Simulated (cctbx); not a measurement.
# Tm3Ni8B with cctbx, script by script

Library: cctbx 2025.11. The data are simulated by the first script.

## 1. Simulate the data

run.py:

```python
from cctbx import adptbx, crystal, miller, sgtbx, xray
from cctbx.array_family import flex
from iotbx.shelx import hklf
from scitbx import matrix
import scitbx.random

cs = crystal.symmetry(unit_cell=(4.982, 4.982, 15.532, 90, 90, 120), space_group_symbol='Hall: -P 6c 2c')  # P6_3/mmc
atoms = [  # label, site, U (iso, or U11 U22 U33 U12 U13 U23 in A^2), occupancy
    ("Tm1", (1/3, 2/3, 0.75), (0.0101, 0.0101, 0.0090, 0.0050, 0.0000, -0.0000), 1),
    ("Tm2", (2/3, 1/3, 0.0431), (0.0095, 0.0095, 0.0097, 0.0047, 0.0000, 0.0000), 1),
    ("Ni1", (0, 0, 0.5), (0.0191, 0.0191, 0.0171, 0.0095, 0.0000, -0.0000), 1),
    ("Ni2", (0, 0, 0.25), (0.0112, 0.0112, 0.0109, 0.0056, 0.0000, 0.0000), 1),
    ("Ni3", (0.8316, 0.1684, 0.6285), (0.0141, 0.0141, 0.0146, 0.0071, -0.0012, 0.0012), 1),
    ("B1", (1/3, 2/3, 0.25), (0.0299, 0.0299, 0.0397, 0.0149, 0.0000, 0.0000), 1),
]
xs = xray.structure(crystal_symmetry=cs)
for label, site, u, occ in atoms:
    u = adptbx.u_cif_as_u_star(cs.unit_cell(), u) if isinstance(u, tuple) else u
    xs.add_scatterer(xray.scatterer(label, site=site, u=u, occupancy=occ))
xs.set_inelastic_form_factors(0.56087, "sasaki")
xs.show_summary()
p1 = xs.expand_to_p1()
ms = miller.build_set(p1, anomalous_flag=True, d_min=0.6)
flex.set_random_seed(495394)
scitbx.random.set_random_seed(495394)
ms = ms.select(flex.random_double(ms.size()) < 0.5)
i = ms.structure_factors_from_scatterers(p1, algorithm="direct").f_calc().as_intensity_array().data()
i = i * 20000 / flex.max(i)
sig = flex.sqrt(i + flex.pow2(0.03 * i) + 4 ** 2)
noise = scitbx.random.variate(scitbx.random.normal_distribution())(i.size())
data = ms.array(data=i + sig * noise, sigmas=sig).set_observation_type_xray_intensity()
with open("data.hkl", "w") as f:
    data.export_as_shelx_hklf(f)
print("reflections written:", data.size(), " <I/sigma> = %.1f" % flex.mean(data.data() / data.sigmas()))
for h, a, b in list(data.sort("data"))[:12]:
    print("%4d%4d%4d %9.1f %7.1f" % (h + (a, b)))
```

```console
$ python run.py
```

```text
Number of scatterers: 6
At special positions: 6
Unit cell: (4.982, 4.982, 15.532, 90, 90, 120)
Space group: P 63/m m c (No. 194)
reflections written: 3180  <I/sigma> = 11.2
  -2  -2   0   20557.5   616.5
  -2   4   0   19762.6   616.5
   1  -2   4   13684.4   416.3
   1  -2  -4   13321.3   416.3
  -1   2   4   12865.0   416.3
  -1   2  -4   12822.6   416.3
   2  -1   4   12668.5   416.3
  -1   1  -5   12087.3   367.2
   0   1   5   11988.1   367.2
   1   0   5   11801.9   367.2
   1   1   0   11591.1   361.2
   1  -2   0   11518.4   361.2
```

It took 0.25 s on 1 thread of Arm Neoverse V2, on a shared host, peak memory 0.07 GiB.

## 2. Refinement (right model, isotropic)

run.py:

```python
import math
from cctbx import adptbx, crystal, maptbx, sgtbx, xray
from cctbx.array_family import flex
from cctbx.xray import observations
from iotbx.shelx import hklf
from scitbx.lstbx import normal_eqns_solving
from smtbx import absolute_structure, utils
from smtbx.refinement import constraints, least_squares

cs = crystal.symmetry(unit_cell=(4.982, 4.982, 15.532, 90, 90, 120), space_group_symbol='Hall: -P 6c 2c')  # P6_3/mmc
atoms = [  # label, site, U (iso, or U11 U22 U33 U12 U13 U23 in A^2), occupancy
    ("Tm1", (1/3, 2/3, 0.75), 0.0200, 1),
    ("Tm2", (2/3, 1/3, 0.0407), 0.0200, 1),
    ("Ni1", (0, 0, 0.5), 0.0200, 1),
    ("Ni2", (0, 0, 0.25), 0.0200, 1),
    ("Ni3", (0.8287, 0.1713, 0.6285), 0.0200, 1),
    ("B1", (1/3, 2/3, 0.25), 0.0200, 1),
]
xs = xray.structure(crystal_symmetry=cs)
for label, site, u, occ in atoms:
    u = adptbx.u_cif_as_u_star(cs.unit_cell(), u) if isinstance(u, tuple) else u
    xs.add_scatterer(xray.scatterer(label, site=site, u=u, occupancy=occ))
xs.set_inelastic_form_factors(0.56087, "sasaki")
raw = hklf.reader(file_name="data.hkl").as_miller_arrays(crystal_symmetry=cs, anomalous=True)[0]
merged = raw.eliminate_sys_absent().merge_equivalents()
fo2 = merged.array().set_observation_type_xray_intensity()
print("Rint %.3f, %d unique reflections to %.2f A" % (merged.r_int(), fo2.size(), fo2.d_min()))
for sc in xs.scatterers():
    sc.flags.set_grad_site(True)
    sc.flags.set_grad_u_aniso(sc.flags.use_u_aniso())
    sc.flags.set_grad_u_iso(sc.flags.use_u_iso())
obs = fo2.as_xray_observations()
extra = {}
rep = constraints.reparametrisation(xs, [], utils.connectivity_table(xs), **extra)
ls = least_squares.crystallographic_ls(obs, rep, weighting_scheme=least_squares.mainstream_shelx_weighting(a=0, b=0))
print("cycle     R1     wR2    GooF  max shift (A)")
for cycle in range(8):
    ls.build_up()
    r1, wr2, goof = ls.r1_factor(cutoff_factor=2)[0], ls.wR2(), ls.goof()
    old = xs.sites_cart()
    normal_eqns_solving.levenberg_marquardt_iterations(ls, n_max_iterations=3, tau=1e-06, step_threshold=1e-7)
    big = flex.max((xs.sites_cart() - old).norms())
    print("%4d %7.4f %7.4f %7.3f %9.5f" % (cycle + 1, r1, wr2, goof, big))
    ls.build_up(objective_only=True)
    if abs(ls.wR2() - wr2) < 5e-5 and big < 5e-4:
        break
ls.build_up()
print("final R1 %.4f wR2 %.4f GooF %.3f  parameters %d  data/parameter %.1f" % (ls.r1_factor(cutoff_factor=2)[0], ls.wR2(), ls.goof(), ls.n_parameters, fo2.size() / ls.n_parameters))
cov = ls.covariance_matrix_and_annotations()
su = dict(zip(cov.annotations, (math.sqrt(max(v, 0)) for v in cov.matrix.matrix_packed_u_diagonal())))
a2 = cs.unit_cell().reciprocal_parameters()[0] ** -2
print("atom        x        y        z      Ueq    occ   su(xyz)  su(Uiso or U11)")
for sc in xs.scatterers():
    s = max(su.get(sc.label + k, 0) for k in (".x", ".y", ".z"))
    npd = "" if sc.is_positive_definite_u(cs.unit_cell()) else "  NPD"
    print("%-5s %8.5f %8.5f %8.5f %8.4f %6.3f %8.5f %7.4f%s" % ((sc.label,) + sc.site + (sc.u_iso_or_equiv(cs.unit_cell()), sc.occupancy, s, su.get(sc.label + ".uiso", su.get(sc.label + ".u11", 0) * a2), npd)))
fo = fo2.f_sq_as_f()
fc = fo.structure_factors_from_scatterers(xs, algorithm="direct").f_calc()
diff = fo.f_obs_minus_f_calc(1 / math.sqrt(ls.scale_factor()), fc).average_bijvoet_mates()
m = diff.fft_map(symmetry_flags=maptbx.use_space_group_symmetry, resolution_factor=0.25).apply_volume_scaling()
print("difference map: max %.2f min %.2f rms %.2f" % (m.statistics().max(), m.statistics().min(), m.statistics().sigma()))
peaks = m.peak_search(parameters=maptbx.peak_search_parameters(min_distance_sym_equiv=0.6, max_clusters=6)).all()
near = xs.closest_distances(peaks.sites(), distance_cutoff=4)
sps = cs.special_position_settings(min_distance_sym_equiv=0.5)
for k, (x, h) in enumerate(zip(peaks.sites(), peaks.heights())):
    ss = sps.site_symmetry(x)
    print("Q%-3d %7.4f %7.4f %7.4f %4d %7.2f  %.2f A from %s" % ((k + 1,) + tuple(t % 1 for t in ss.exact_site()) + (ss.multiplicity(), h, near.smallest_distances[k], xs.scatterers()[near.i_seqs[k]].label)))
```

```console
$ python run.py
```

```text
Rint 0.034, 354 unique reflections to 0.60 A
cycle     R1     wR2    GooF  max shift (A)
   1  0.1710  0.3673  15.134   0.03711
   2  0.0141  0.0361   1.487   0.00000
final R1 0.0141 wR2 0.0361 GooF 1.487  parameters 9  data/parameter 39.3
atom        x        y        z      Ueq    occ   su(xyz)  su(Uiso or U11)
Tm1    0.33333  0.66667  0.75000   0.0098  1.000  0.00000  0.0001
Tm2    0.66667  0.33333  0.04309   0.0097  1.000  0.00002  0.0001
Ni1    0.00000  0.00000  0.50000   0.0187  1.000  0.00000  0.0002
Ni2    0.00000  0.00000  0.25000   0.0112  1.000  0.00000  0.0002
Ni3    0.83163  0.16837  0.62853   0.0143  1.000  0.00007  0.0001
B1     0.33333  0.66667  0.25000   0.0320  1.000  0.00000  0.0031
difference map: max 2.02 min -2.93 rms 0.33
Q1    0.2061  0.4123  0.1453   12    2.15  0.42 A from Ni3
Q2    0.1376  0.2751  0.1095   12    2.01  0.40 A from Ni3
Q3    0.3333  0.6667  0.1131    4    1.40  1.44 A from Ni3
Q4    0.3333  0.6667  0.7500    2    1.22  0.00 A from Tm1
Q5    0.1296  0.5648  0.7500    6    1.11  0.88 A from Tm1
Q6    0.1539  0.5770  0.5231   12    1.08  0.83 A from Tm2
```

Time: 0.41 s.

## 3. Refinement (right model, anisotropic)

run.py, as its changes from the last script of this kind:

```diff
@@ -12,6 +12,6 @@
-    ("Tm1", (1/3, 2/3, 0.75), 0.0200, 1),
-    ("Tm2", (2/3, 1/3, 0.0407), 0.0200, 1),
-    ("Ni1", (0, 0, 0.5), 0.0200, 1),
-    ("Ni2", (0, 0, 0.25), 0.0200, 1),
-    ("Ni3", (0.8287, 0.1713, 0.6285), 0.0200, 1),
-    ("B1", (1/3, 2/3, 0.25), 0.0200, 1),
+    ("Tm1", (1/3, 2/3, 0.75), 0.0098, 1),
+    ("Tm2", (2/3, 1/3, 0.04309), 0.0097, 1),
+    ("Ni1", (0, 0, 0.5), 0.0187, 1),
+    ("Ni2", (0, 0, 0.25), 0.0112, 1),
+    ("Ni3", (0.83163, 0.16837, 0.62853), 0.0143, 1),
+    ("B1", (1/3, 2/3, 0.25), 0.0320, 1),
@@ -23,0 +24 @@
+xs.convert_to_anisotropic()
```

```console
$ python run.py
```

```text
Rint 0.034, 354 unique reflections to 0.60 A
cycle     R1     wR2    GooF  max shift (A)
   1  0.0140  0.0361   1.505   0.00040
   2  0.0102  0.0236   0.982   0.00000
final R1 0.0102 wR2 0.0236 GooF 0.982  parameters 17  data/parameter 20.8
atom        x        y        z      Ueq    occ   su(xyz)  su(Uiso or U11)
Tm1    0.33333  0.66667  0.75000   0.0097  1.000  0.00000  0.0001
Tm2    0.66667  0.33333  0.04309   0.0096  1.000  0.00001  0.0001
Ni1    0.00000  0.00000  0.50000   0.0185  1.000  0.00000  0.0002
Ni2    0.00000  0.00000  0.25000   0.0112  1.000  0.00000  0.0002
Ni3    0.83158  0.16842  0.62854   0.0143  1.000  0.00004  0.0001
B1     0.33333  0.66667  0.25000   0.0323  1.000  0.00000  0.0033
difference map: max 1.54 min -1.02 rms 0.26
Q1    0.1279  0.5639  0.7500    6    1.62  0.89 A from Tm1
Q2    0.3333  0.6667  0.1136    4    1.27  1.44 A from Ni3
Q3    0.2358  0.4716  0.1374   12    1.13  0.60 A from Ni3
Q4    0.0947  0.1895  0.7500    6    1.00  0.82 A from Ni2
Q5    0.1414  0.2828  0.0220   12    0.97  1.27 A from Ni1
Q6    0.1650  0.5825  0.5192   12    0.96  0.82 A from Tm2
```

Time: 0.39 s.

## 4. Refinement

run.py, as its changes from the last script of this kind:

```diff
@@ -17 +16,0 @@
-    ("B1", (1/3, 2/3, 0.25), 0.0320, 1),
@@ -38 +37 @@
-for cycle in range(8):
+for cycle in range(12):
```

```console
$ python run.py
```

```text
Rint 0.034, 354 unique reflections to 0.60 A
cycle     R1     wR2    GooF  max shift (A)
   1  0.0204  0.0495   2.059   0.00085
   2  0.0179  0.0409   1.701   0.00000
final R1 0.0179 wR2 0.0409 GooF 1.701  parameters 15  data/parameter 23.6
atom        x        y        z      Ueq    occ   su(xyz)  su(Uiso or U11)
Tm1    0.33333  0.66667  0.75000   0.0096  1.000  0.00000  0.0001
Tm2    0.66667  0.33333  0.04309   0.0095  1.000  0.00002  0.0001
Ni1    0.00000  0.00000  0.50000   0.0185  1.000  0.00000  0.0004
Ni2    0.00000  0.00000  0.25000   0.0113  1.000  0.00000  0.0003
Ni3    0.83155  0.16845  0.62856   0.0140  1.000  0.00008  0.0002
difference map: max 11.89 min -1.11 rms 0.37
Q1    0.3333  0.6667  0.2500    2   11.89  2.36 A from Ni3
Q2    0.0000  0.0000  0.2500    2    1.78  0.00 A from Ni2
Q3    0.1282  0.5641  0.7500    6    1.47  0.88 A from Tm1
Q4    0.3333  0.6667  0.1139    4    1.30  1.44 A from Ni3
Q5    0.3333  0.6667  0.7500    2    1.23  0.00 A from Tm1
Q6    0.2340  0.4681  0.1361   12    1.21  0.58 A from Ni3
```

Time: 0.37 s.

This run holds a fault made on purpose: atom left out: B1.

## 5. Refinement

run.py:

```python
import math
from cctbx import adptbx, crystal, maptbx, sgtbx, xray
from cctbx.array_family import flex
from cctbx.xray import observations
from iotbx.shelx import hklf
from scitbx.lstbx import normal_eqns_solving
from smtbx import absolute_structure, utils
from smtbx.refinement import constraints, least_squares

cs = crystal.symmetry(unit_cell=(4.982, 4.982, 15.532, 90, 90, 120), space_group_symbol='Hall: -P 6c 2c')  # P6_3/mmc
atoms = [  # label, site, U (iso, or U11 U22 U33 U12 U13 U23 in A^2), occupancy
    ("Tm1", (1/3, 2/3, 0.75), 0.0098, 1),
    ("Tm2", (2/3, 1/3, 0.04309), 0.0097, 1),
    ("Ni1", (0, 0, 0.5), 0.0187, 1),
    ("Ni2", (0, 0, 0.25), 0.0112, 1),
    ("Ni3", (0.83163, 0.16837, 0.62853), 0.0143, 1),
]
xs = xray.structure(crystal_symmetry=cs)
for label, site, u, occ in atoms:
    u = adptbx.u_cif_as_u_star(cs.unit_cell(), u) if isinstance(u, tuple) else u
    xs.add_scatterer(xray.scatterer(label, site=site, u=u, occupancy=occ))
xs.set_inelastic_form_factors(0.56087, "sasaki")
xs.convert_to_anisotropic()
raw = hklf.reader(file_name="data.hkl").as_miller_arrays(crystal_symmetry=cs, anomalous=True)[0]
merged = raw.eliminate_sys_absent().merge_equivalents()
fo2 = merged.array().set_observation_type_xray_intensity()
print("Rint %.3f, %d unique reflections to %.2f A" % (merged.r_int(), fo2.size(), fo2.d_min()))
for sc in xs.scatterers():
    sc.flags.set_grad_site(True)
    sc.flags.set_grad_u_aniso(sc.flags.use_u_aniso())
    sc.flags.set_grad_u_iso(sc.flags.use_u_iso())
obs = fo2.as_xray_observations()
extra = {}
rep = constraints.reparametrisation(xs, [], utils.connectivity_table(xs), **extra)
ls = least_squares.crystallographic_ls(obs, rep, weighting_scheme=least_squares.mainstream_shelx_weighting(a=0, b=0))
print("cycle     R1     wR2    GooF  max shift (A)")
for cycle in range(12):
    ls.build_up()
    r1, wr2, goof = ls.r1_factor(cutoff_factor=2)[0], ls.wR2(), ls.goof()
    old = xs.sites_cart()
    normal_eqns_solving.levenberg_marquardt_iterations(ls, n_max_iterations=3, tau=1e-06, step_threshold=1e-7)
    big = flex.max((xs.sites_cart() - old).norms())
    print("%4d %7.4f %7.4f %7.3f %9.5f" % (cycle + 1, r1, wr2, goof, big))
    ls.build_up(objective_only=True)
    if abs(ls.wR2() - wr2) < 5e-5 and big < 5e-4:
        break
ls.build_up()
print("final R1 %.4f wR2 %.4f GooF %.3f  parameters %d  data/parameter %.1f" % (ls.r1_factor(cutoff_factor=2)[0], ls.wR2(), ls.goof(), ls.n_parameters, fo2.size() / ls.n_parameters))
cov = ls.covariance_matrix_and_annotations()
su = dict(zip(cov.annotations, (math.sqrt(max(v, 0)) for v in cov.matrix.matrix_packed_u_diagonal())))
a2 = cs.unit_cell().reciprocal_parameters()[0] ** -2
print("atom        x        y        z      Ueq    occ   su(xyz)  su(Uiso or U11)")
for sc in xs.scatterers():
    s = max(su.get(sc.label + k, 0) for k in (".x", ".y", ".z"))
    npd = "" if sc.is_positive_definite_u(cs.unit_cell()) else "  NPD"
    print("%-5s %8.5f %8.5f %8.5f %8.4f %6.3f %8.5f %7.4f%s" % ((sc.label,) + sc.site + (sc.u_iso_or_equiv(cs.unit_cell()), sc.occupancy, s, su.get(sc.label + ".uiso", su.get(sc.label + ".u11", 0) * a2), npd)))
fo = fo2.f_sq_as_f()
fc = fo.structure_factors_from_scatterers(xs, algorithm="direct").f_calc()
diff = fo.f_obs_minus_f_calc(1 / math.sqrt(ls.scale_factor()), fc).average_bijvoet_mates()
m = diff.fft_map(symmetry_flags=maptbx.use_space_group_symmetry, resolution_factor=0.25).apply_volume_scaling()
print("difference map: max %.2f min %.2f rms %.2f" % (m.statistics().max(), m.statistics().min(), m.statistics().sigma()))
peaks = m.peak_search(parameters=maptbx.peak_search_parameters(min_distance_sym_equiv=0.6, max_clusters=6)).all()
near = xs.closest_distances(peaks.sites(), distance_cutoff=4)
sps = cs.special_position_settings(min_distance_sym_equiv=0.5)
for k, (x, h) in enumerate(zip(peaks.sites(), peaks.heights())):
    ss = sps.site_symmetry(x)
    print("Q%-3d %7.4f %7.4f %7.4f %4d %7.2f  %.2f A from %s" % ((k + 1,) + tuple(t % 1 for t in ss.exact_site()) + (ss.multiplicity(), h, near.smallest_distances[k], xs.scatterers()[near.i_seqs[k]].label)))
```

```console
$ python run.py
```

```text
Rint 0.034, 354 unique reflections to 0.60 A
cycle     R1     wR2    GooF  max shift (A)
   1  0.0204  0.0495   2.059   0.00085
   2  0.0179  0.0409   1.701   0.00000
final R1 0.0179 wR2 0.0409 GooF 1.701  parameters 15  data/parameter 23.6
atom        x        y        z      Ueq    occ   su(xyz)  su(Uiso or U11)
Tm1    0.33333  0.66667  0.75000   0.0096  1.000  0.00000  0.0001
Tm2    0.66667  0.33333  0.04309   0.0095  1.000  0.00002  0.0001
Ni1    0.00000  0.00000  0.50000   0.0185  1.000  0.00000  0.0004
Ni2    0.00000  0.00000  0.25000   0.0113  1.000  0.00000  0.0003
Ni3    0.83155  0.16845  0.62856   0.0140  1.000  0.00008  0.0002
difference map: max 11.89 min -1.11 rms 0.37
Q1    0.3333  0.6667  0.2500    2   11.89  2.36 A from Ni3
Q2    0.0000  0.0000  0.2500    2    1.78  0.00 A from Ni2
Q3    0.1282  0.5641  0.7500    6    1.47  0.88 A from Tm1
Q4    0.3333  0.6667  0.1139    4    1.30  1.44 A from Ni3
Q5    0.3333  0.6667  0.7500    2    1.23  0.00 A from Tm1
Q6    0.2340  0.4681  0.1361   12    1.21  0.58 A from Ni3
```

Run time: 0.38 s on 1 thread of Arm Neoverse V2 (shared host), peak memory 0.09 GiB.

This run holds a fault made on purpose: atom left out: B1.

[Logs are printed without paths, hosts, clocks, repeated set-up lines and the standing remarks that a program may print on its own settings, such as how far it seeks lower states.]
